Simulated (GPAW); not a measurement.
# A 8-layer slab of Cr(100) in an electric field, part 2 of 2

Aim: the dipole that a field along the normal induces in a 8-layer slab of Cr(100).

GPAW 26.7.0; GPAW, PAW setups; slab in vacuum, relaxation (the session's first sound run).

So far, upper work function (eV): step 2 (relaxation) 3.71; step 3 (the slab's potential) 3.71.

## Step 5: Field on

Contents of run.py:

```python
import json
import numpy as np
from ase import Atoms
from gpaw import GPAW, PW
from gpaw.external import ConstantElectricField

slab = Atoms(
    ['Cr', 'Cr', 'Cr', 'Cr', 'Cr', 'Cr', 'Cr', 'Cr'],
    positions=[
        [1.44000, 1.44000, 8.00000],
        [0.00000, 0.00000, 9.44000],
        [1.44000, 1.44000, 10.88000],
        [0.00000, 0.00000, 12.32000],
        [1.44000, 1.44000, 13.76640],
        [0.00000, 0.00000, 15.18518],
        [1.44000, 1.44000, 16.67896],
        [0.00000, -0.00000, 18.03601]],
    cell=[[2.88, 0.0, 0.0], [0.0, 2.88, 0.0], [0.0, 0.0, 26.08]],
    pbc=[True, True, False],
    magmoms=[2.0, -2.0, 2.0, -2.0, 2.0, -2.0, 2.0, -2.0])

slab.calc = GPAW(mode=PW(400), xc='PBE', kpts={'size': (11, 11, 1), 'gamma': True},
                 occupations={'name': 'fermi-dirac', 'width': 0.1}, nbands='160%',
                 convergence={'density': 1e-05}, maxiter=200,
                 poissonsolver={'dipolelayer': 'xy'},
                 external=ConstantElectricField(-0.1, [0, 0, 1]),
                 symmetry={'tolerance': 1e-3}, txt='slab.txt')
result = {}
energy = slab.get_potential_energy()
fermi = slab.calc.get_fermi_level()
v = slab.calc.get_electrostatic_potential().mean((0, 1)) - fermi
n = slab.calc.get_pseudo_density().mean((0, 1))
L = slab.cell[2, 2]
z = np.arange(len(v)) * L / len(v)
low, high = slab.positions[:, 2].min(), slab.positions[:, 2].max()
below, above = np.interp([low - 5.8, high + 5.8], z, v)
slopes = [np.interp(x, z, np.gradient(v, z)) for x in (low - 5.8, high + 5.8)]
eps = np.array([[slab.calc.get_eigenvalues(k, s) for k in range(len(slab.calc.get_ibz_k_points()))]
                for s in range(slab.calc.get_number_of_spins())]) - fermi
top, bottom = eps[eps < 0].max(), eps[eps > 0].min()
dipole = slab.get_dipole_moment()[2]
print(f'energy {energy:.4f} eV, Fermi level {fermi:.4f} eV, dipole {dipole:.5f} e A')
print(f'potential 5.8 A off the faces, from the Fermi level: lower {below:.4f} eV, upper {above:.4f} eV')
print(f'slope of the potential there: lower {slopes[0]:.5f}, upper {slopes[1]:.5f} eV/A')
print(f'nearest levels on the mesh: {top:.4f} and {bottom:.4f} eV')
print('magnetic moment', round(slab.get_magnetic_moment(), 3))
result.update(energy=energy, fermi=fermi, dipole=dipole, below=below, above=above, slopes=slopes, edges=[top, bottom],
              z=z.tolist(), v=v.tolist(), n=n.tolist(), positions=slab.positions.tolist(),
              forces=slab.get_forces(apply_constraint=False).tolist(), moments=slab.get_magnetic_moments().tolist())
json.dump(result, open('result.json', 'w'))
```

Run with:

```sh
$ OMP_NUM_THREADS=1 OPENBLAS_NUM_THREADS=1 python run.py
```

Elapsed: 63 min, on 1 thread of Arm Neoverse N1, shared host; peak memory 0.67 GiB.

Numbers from this step:

- dipole along the normal: -0.06420 e·Å
- levels nearest the Fermi level on the mesh: -0.003089, 0.007132 eV from the Fermi level
- site moments: 2.672, -1.667, 1.355, -1.333, 1.306, -1.394, 1.614, -2.521 μB
- sum of the site moments: 0.03236 μB
- potential below the slab, the applied field's own ramp left out: 3.003 eV from the Fermi level
- potential above the slab, the applied field's own ramp left out: 4.404 eV from the Fermi level

The electrostatic potential energy of an electron (without an applied field's), less the Fermi level, planar mean oscillates, so the rows of the table below give means over windows of 1.46 Å about each position, cut where the curve ends. Its maxima inside the range that stand out by 2 % of the span (Å: eV): 8.8: -7.11, 10.1: -7.06, 11.6: -6.75, 13.0: -6.52, 14.5: -6.77, 16.0: -5.70, 17.3: -7.50, 24.9: 4.40. Its minima: 8.0: -15.5, 9.4: -15.7, 10.8: -15.5, 12.3: -15.4, 13.8: -15.3, 15.2: -15.0, 16.7: -15.2, 18.0: -14.7.

Electrostatic potential energy of an electron (without an applied field's), less the Fermi level, planar mean against z; means over each step:

z (Å), electrostatic potential energy of an electron (without an applied field's), less the Fermi level, planar mean (eV) and a bar from the least value:
```
     0.73        3.1 ###########################
     2.19        3.0 ###########################
     3.65        3.0 ###########################
     5.11        2.9 ###########################
     6.57        1.1 ########################
     8.03      -10.5 #
     9.49      -11.2 
    10.95      -11.0 
    12.41      -10.8 #
    13.87      -10.7 #
    15.33      -10.3 ##
    16.79      -10.8 #
    18.25       -8.7 #####
    19.71        3.2 ############################
    21.17        4.3 ##############################
    22.63        4.4 ##############################
    24.09        4.4 ##############################
    25.55        4.3 ##############################
```

Force by atom:

```
atom  x (eV/Å)  y (eV/Å)  z (eV/Å)   size
 Cr1     0.000     0.000     0.305  0.305
 Cr2     0.000     0.000    -0.432  0.432
 Cr3     0.000     0.000     0.199  0.199
 Cr4     0.000     0.000     0.007  0.007
 Cr5     0.000     0.000    -0.029  0.029
 Cr6     0.000     0.000    -0.012  0.012
 Cr7     0.000     0.000    -0.022  0.022
 Cr8     0.000     0.000    -0.017  0.017
```

The dipole is now -0.0642 e Å, against 4.1e-4 in the run without a field.

## Step 6: Field on

run.py, as its differences from that of step 5:

```diff
@@ -25,3 +25,3 @@
                  poissonsolver={'dipolelayer': 'xy'},
-                 external=ConstantElectricField(-0.1, [0, 0, 1]),
+                 external=ConstantElectricField(-0.05, [0, 0, 1]),
                  symmetry={'tolerance': 1e-3}, txt='slab.txt')
```

Elapsed: 66 min, on 1 thread; peak memory 0.67 GiB.

The electrostatic potential energy of an electron (without an applied field's), less the Fermi level, planar mean oscillates, so the rows of the table below give means over windows of 1.46 Å about each position, cut where the curve ends. Its maxima inside the range that stand out by 2 % of the span (Å: eV): 8.8: -6.90, 10.1: -6.91, 11.6: -6.68, 13.0: -6.52, 14.5: -6.85, 16.0: -5.85, 17.3: -7.71. Its minima: 8.0: -15.3, 9.4: -15.5, 10.8: -15.4, 12.3: -15.4, 13.8: -15.3, 15.2: -15.1, 16.7: -15.4, 18.0: -14.9.

Electrostatic potential energy of an electron (without an applied field's), less the Fermi level, planar mean against z; means over each step:

z (Å), electrostatic potential energy of an electron (without an applied field's), less the Fermi level, planar mean (eV) and a bar from the least value:
```
     0.73        3.4 #############################
     2.19        3.3 #############################
     3.65        3.3 #############################
     5.11        3.3 ############################
     6.57        1.4 #########################
     8.03      -10.3 #
     9.49      -11.0 
    10.95      -10.9 
    12.41      -10.7 #
    13.87      -10.8 
    15.33      -10.5 #
    16.79      -10.9 
    18.25       -8.9 ####
    19.71        2.9 ############################
    21.17        4.0 ##############################
    22.63        4.1 ##############################
    24.09        4.1 ##############################
    25.55        4.0 ##############################
```

## Step 7: In a field

run.py, as its differences from that of step 6:

```diff
@@ -25,3 +25,3 @@
                  poissonsolver={'dipolelayer': 'xy'},
-                 external=ConstantElectricField(-0.05, [0, 0, 1]),
+                 external=ConstantElectricField(0.05, [0, 0, 1]),
                  symmetry={'tolerance': 1e-3}, txt='slab.txt')
```

Wall time 73 min (1 thread); peak memory 0.67 GiB.

The electrostatic potential energy of an electron (without an applied field's), less the Fermi level, planar mean oscillates, so the rows of the table below give means over windows of 1.46 Å about each position, cut where the curve ends. Its maxima inside the range that stand out by 2 % of the span (Å: eV): 8.8: -6.47, 10.1: -6.62, 11.6: -6.53, 13.0: -6.52, 14.5: -6.99, 16.0: -6.14, 17.3: -8.14. Its minima: 8.0: -14.8, 9.5: -15.2, 10.8: -15.2, 12.3: -15.3, 13.8: -15.4, 15.2: -15.3, 16.7: -15.7, 18.0: -15.4.

Table of electrostatic potential energy of an electron (without an applied field's), less the Fermi level, planar mean by z; means over each step:

```
z (Å)  electrostatic potential energy of an electron (without an applied field's), less the Fermi level, planar mean (eV)
 0.73                                                                                                                4.00
 2.19                                                                                                                4.04
 3.65                                                                                                                4.04
 5.11                                                                                                                3.95
 6.57                                                                                                                2.03
 8.03                                                                                                               -9.78
 9.49                                                                                                               -10.7
10.95                                                                                                               -10.6
12.41                                                                                                               -10.7
13.87                                                                                                               -10.9
15.33                                                                                                               -10.7
16.79                                                                                                               -11.3
18.25                                                                                                               -9.47
19.71                                                                                                                2.23
21.17                                                                                                                3.32
22.63                                                                                                                3.36
24.09                                                                                                                3.37
25.55                                                                                                                3.40
```

## Step 8: In a field

run.py, as its differences from that of step 7:

```diff
@@ -25,3 +25,3 @@
                  poissonsolver={'dipolelayer': 'xy'},
-                 external=ConstantElectricField(0.05, [0, 0, 1]),
+                 external=ConstantElectricField(0.1, [0, 0, 1]),
                  symmetry={'tolerance': 1e-3}, txt='slab.txt')
```

Wall time 80 min (1 thread); peak memory 0.66 GiB.

The dipole is now 0.0627 e Å, against 4.1e-4 in the run without a field.

## Step 9: In a field

run.py, as its differences from that of step 8:

```diff
@@ -25,3 +25,3 @@
                  poissonsolver={'dipolelayer': 'xy'},
-                 external=ConstantElectricField(0.1, [0, 0, 1]),
+                 external=ConstantElectricField(0.2, [0, 0, 1]),
                  symmetry={'tolerance': 1e-3}, txt='slab.txt')
```

Wall time 1.5 h (1 thread); peak memory 0.67 GiB.

The electrostatic potential energy of an electron (without an applied field's), less the Fermi level, planar mean oscillates, so the rows of the table below give means over windows of 1.46 Å about each position, cut where the curve ends. Its maxima inside the range that stand out by 2 % of the span (Å: eV): 1.6: 5.09, 8.8: -5.83, 10.1: -6.18, 11.6: -6.31, 13.0: -6.52, 14.5: -7.21, 16.0: -6.58, 17.3: -8.78. Its minima: 8.0: -14.0, 9.5: -14.6, 10.8: -14.9, 12.3: -15.2, 13.8: -15.5, 15.2: -15.6, 16.7: -16.3, 18.0: -16.2.

The electrostatic potential energy of an electron (without an applied field's), less the Fermi level, planar mean by z; means over each step:

z (Å), electrostatic potential energy of an electron (without an applied field's), less the Fermi level, planar mean (eV) and a bar from the least value:
```
     0.73        4.9 ##############################
     2.19        5.1 ##############################
     3.65        5.1 ##############################
     5.11        5.0 ##############################
     6.57        3.0 ##########################
     8.03       -9.0 #####
     9.49      -10.1 ###
    10.95      -10.3 ###
    12.41      -10.6 ##
    13.87      -11.0 ##
    15.33      -11.0 ##
    16.79      -11.9 
    18.25      -10.3 ###
    19.71        1.3 #######################
    21.17        2.3 #########################
    22.63        2.3 #########################
    24.09        2.3 #########################
    25.55        2.5 #########################
```

The dipole is now 0.126 e Å, against 4.1e-4 in the run without a field.

## Step 10: Field on

run.py, as its differences from that of step 9:

```diff
@@ -25,3 +25,3 @@
                  poissonsolver={'dipolelayer': 'xy'},
-                 external=ConstantElectricField(0.2, [0, 0, 1]),
+                 external=ConstantElectricField(0.3, [0, 0, 1]),
                  symmetry={'tolerance': 1e-3}, txt='slab.txt')
```

Run time: 68 min. Hardware: 1 thread; peak memory 0.67 GiB.

The electrostatic potential energy of an electron (without an applied field's), less the Fermi level, planar mean oscillates, so the rows of the table below give means over windows of 1.46 Å about each position, cut where the curve ends. Its maxima inside the range that stand out by 2 % of the span (Å: eV): 1.6: 5.80, 8.8: -5.40, 10.1: -5.88, 11.6: -6.17, 13.0: -6.52, 14.5: -7.36, 16.0: -6.88, 17.3: -9.21. Its minima: 8.0: -13.5, 9.5: -14.3, 10.8: -14.7, 12.3: -15.1, 13.8: -15.6, 15.2: -15.9, 16.7: -16.7, 18.0: -16.7.

Table of electrostatic potential energy of an electron (without an applied field's), less the Fermi level, planar mean by z; means over each step:

```
z (Å)  electrostatic potential energy of an electron (without an applied field's), less the Fermi level, planar mean (eV)
 0.73                                                                                                                5.53
 2.19                                                                                                                5.80
 3.65                                                                                                                5.79
 5.11                                                                                                                5.68
 6.57                                                                                                                3.63
 8.03                                                                                                               -8.53
 9.49                                                                                                               -9.76
10.95                                                                                                               -10.1
12.41                                                                                                               -10.5
13.87                                                                                                               -11.1
15.33                                                                                                               -11.3
16.79                                                                                                               -12.3
18.25                                                                                                               -10.8
19.71                                                                                                               0.619
21.17                                                                                                                1.62
22.63                                                                                                                1.66
24.09                                                                                                                1.66
25.55                                                                                                                1.83
```

The dipole is now 0.190 e Å, against 4.1e-4 in the run without a field.

## Step 11: The series

The members are put on one axis.

This step: induced dipole against applied field (GPAW 26.7.0).

Dipole along the normal against field:

```
field (V/Å)  dipole along the normal (e·Å)
     -0.200                         -0.128
     -0.100                        -0.0642
     -0.050                        -0.0324
      0.000                         4.1e-4
      0.050                         0.0310
      0.100                         0.0627
      0.200                          0.126
      0.300                          0.190
```

## Step 12: What came out

* work function, upper and lower face: 3.712 and 3.696 eV
* dipole along the normal: 4.1e-4 e Å, near the numerical noise
* induced dipole per field: 0.635 e Å per V/Å
* out-of-plane polarisability per area, α/(ε0 A): 13.8 Å

In words: The field induces 0.635 e Å per V/Å, a polarisable thickness α/(ε0 A) of 13.8 Å beside 10.0 Å between the outermost nuclei. A perfect conductor would give the distance between its two image planes; a dielectric of thickness t gives t(1 - 1/ε). The measured value for polycrystalline Cr, which weights the faces of low work function, is 4.5 eV (as compiled in "Anisotropic work function of elemental crystals", 2019, arxiv:1902.07811); the relaxed upper face lies 0.79 eV under it with PBE. Measured work functions scatter by a tenth of an eV or more between methods. The induced dipole is linear in the field over this range. The small printed dipole stands for a step of -9.0 meV from the lower to the upper face, and the probes find 16 meV; values this small are near the numerical noise of both. One magnetic start was tried; another order may lie lower. The in-plane lattice was kept as typed, which isn't the functional's own and leaves some strain; spin-orbit coupling and temperature are left out.

[Logs are printed without paths, hosts, clocks, repeated set-up lines and the standing remarks that a program may print on its own settings, such as how far it seeks lower states.]

[Hosts, paths, dates, database ids (printed as entryN), source tags and the programs' standing remarks are cut or masked in the printed files.]
